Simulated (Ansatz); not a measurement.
# bond stretched by 0.8 Å, between In atomic chains under bias

Is the junction ohmic, and where does the voltage drop?

Calculated with Ansatz 0.2.0; DFT PBE, plane waves, PAW; current against voltage, self-consistent under bias.

## 1. The structure

The cell holds 30 atoms: 30 In. Its edges and angles: a = 6.000 Å, b = 6.000 Å, c = 97.450 Å, α = 90.0°, β = 90.0°, γ = 90.0°. Electrodes: In atomic chain; the apex atoms were set 3.650 Å apart. Regions: lower lead, 15 atoms (15 In); upper lead, 15 atoms (15 In). Vacuum lies along a, b and c.

## 2. The sweep under bias

Vacuum beyond both ends lets the two leads hold different Fermi levels, and the density is solved anew at each bias. Each lead has 15 atoms, since a wire screens slowly.

Input file input.yaml:

```yaml
crystal:
  lattice:
    - [6.0, 0.0, 0.0]
    - [0.0, 6.0, 0.0]
    - [0.0, 0.0, 97.45]
  atoms:
    - { symbol: In, position: [0.5, 0.5, 0.0] }
    - { symbol: In, position: [0.5, 0.5, 0.029245767] }
    - { symbol: In, position: [0.5, 0.5, 0.058491534] }
    - { symbol: In, position: [0.5, 0.5, 0.087737301] }
    - { symbol: In, position: [0.5, 0.5, 0.116983068] }
    - { symbol: In, position: [0.5, 0.5, 0.146228835] }
    - { symbol: In, position: [0.5, 0.5, 0.175474602] }
    - { symbol: In, position: [0.5, 0.5, 0.204720369] }
    - { symbol: In, position: [0.5, 0.5, 0.233966136] }
    - { symbol: In, position: [0.5, 0.5, 0.263211904] }
    - { symbol: In, position: [0.5, 0.5, 0.292457671] }
    - { symbol: In, position: [0.5, 0.5, 0.321703438] }
    - { symbol: In, position: [0.5, 0.5, 0.350949205] }
    - { symbol: In, position: [0.5, 0.5, 0.380194972] }
    - { symbol: In, position: [0.5, 0.5, 0.409440739] }
    - { symbol: In, position: [0.5, 0.5, 0.446895844] }
    - { symbol: In, position: [0.5, 0.5, 0.476141611] }
    - { symbol: In, position: [0.5, 0.5, 0.505387378] }
    - { symbol: In, position: [0.5, 0.5, 0.534633145] }
    - { symbol: In, position: [0.5, 0.5, 0.563878912] }
    - { symbol: In, position: [0.5, 0.5, 0.593124679] }
    - { symbol: In, position: [0.5, 0.5, 0.622370446] }
    - { symbol: In, position: [0.5, 0.5, 0.651616213] }
    - { symbol: In, position: [0.5, 0.5, 0.680861981] }
    - { symbol: In, position: [0.5, 0.5, 0.710107748] }
    - { symbol: In, position: [0.5, 0.5, 0.739353515] }
    - { symbol: In, position: [0.5, 0.5, 0.768599282] }
    - { symbol: In, position: [0.5, 0.5, 0.797845049] }
    - { symbol: In, position: [0.5, 0.5, 0.827090816] }
    - { symbol: In, position: [0.5, 0.5, 0.856336583] }
kpoints:
  mp_grid: { grid: [1, 1, 1] }
scf:
  occupations: { method: fermi_dirac, width: 0.1 }
hamiltonian:
  xc: pbe
output:
  current_voltage:
    leads: [[8, 9], [20, 21]]
    bias: [0.3, 0.6, 1.0, 1.5]
    electrode_ends: [14, 15]
    kmesh: [1, 1]
  write_potential: true
  write_density: true
  volumetric_format: npy
basis:
  ecutwfc: "340 eV"
```

Started as:

```
> ansatz run input.yaml --threads 8 --pin off --max-ram 16384MiB --backend cpu --events-out ev --progress --plain --runs-dir out
```

Then come: current against voltage.

Q: Predict the conductance at zero bias and current at +1.5 V.

The junction conducts 2.29 G₀ at zero bias and carries 125 μA at 1.50 V. At 1.50 V the current is 0.47 times what the zero-bias conductance would give; over all biases of the sweep that ratio lies between 0.47 and 0.81. Of the 1.50 V, 1.41 V drops at the junction and the rest at the reservoirs. A wire screens slowly, so the current depends on the leads' length and the box width; neither was converged here.

* conductance at zero bias: 2.29 G₀
* current at +0.3 V: 43.1 μA
* current at +0.6 V: 59.4 μA
* current at +1 V: 87.9 μA
* current at +1.5 V: 125 μA

Transport is coherent and elastic here: the atoms are frozen, so scattering by vibrations plays no part. A cutoff under the files' recommended one was taken to save time; its effect on T(E) was not tested here.

[Logs are printed without paths, hosts, clocks, repeated set-up lines and the standing remarks that a program may print on its own settings, such as how far it seeks lower states.]

[Hosts, paths, dates, database ids (printed as entryN), source tags and the programs' standing remarks are cut or masked in the printed files.]
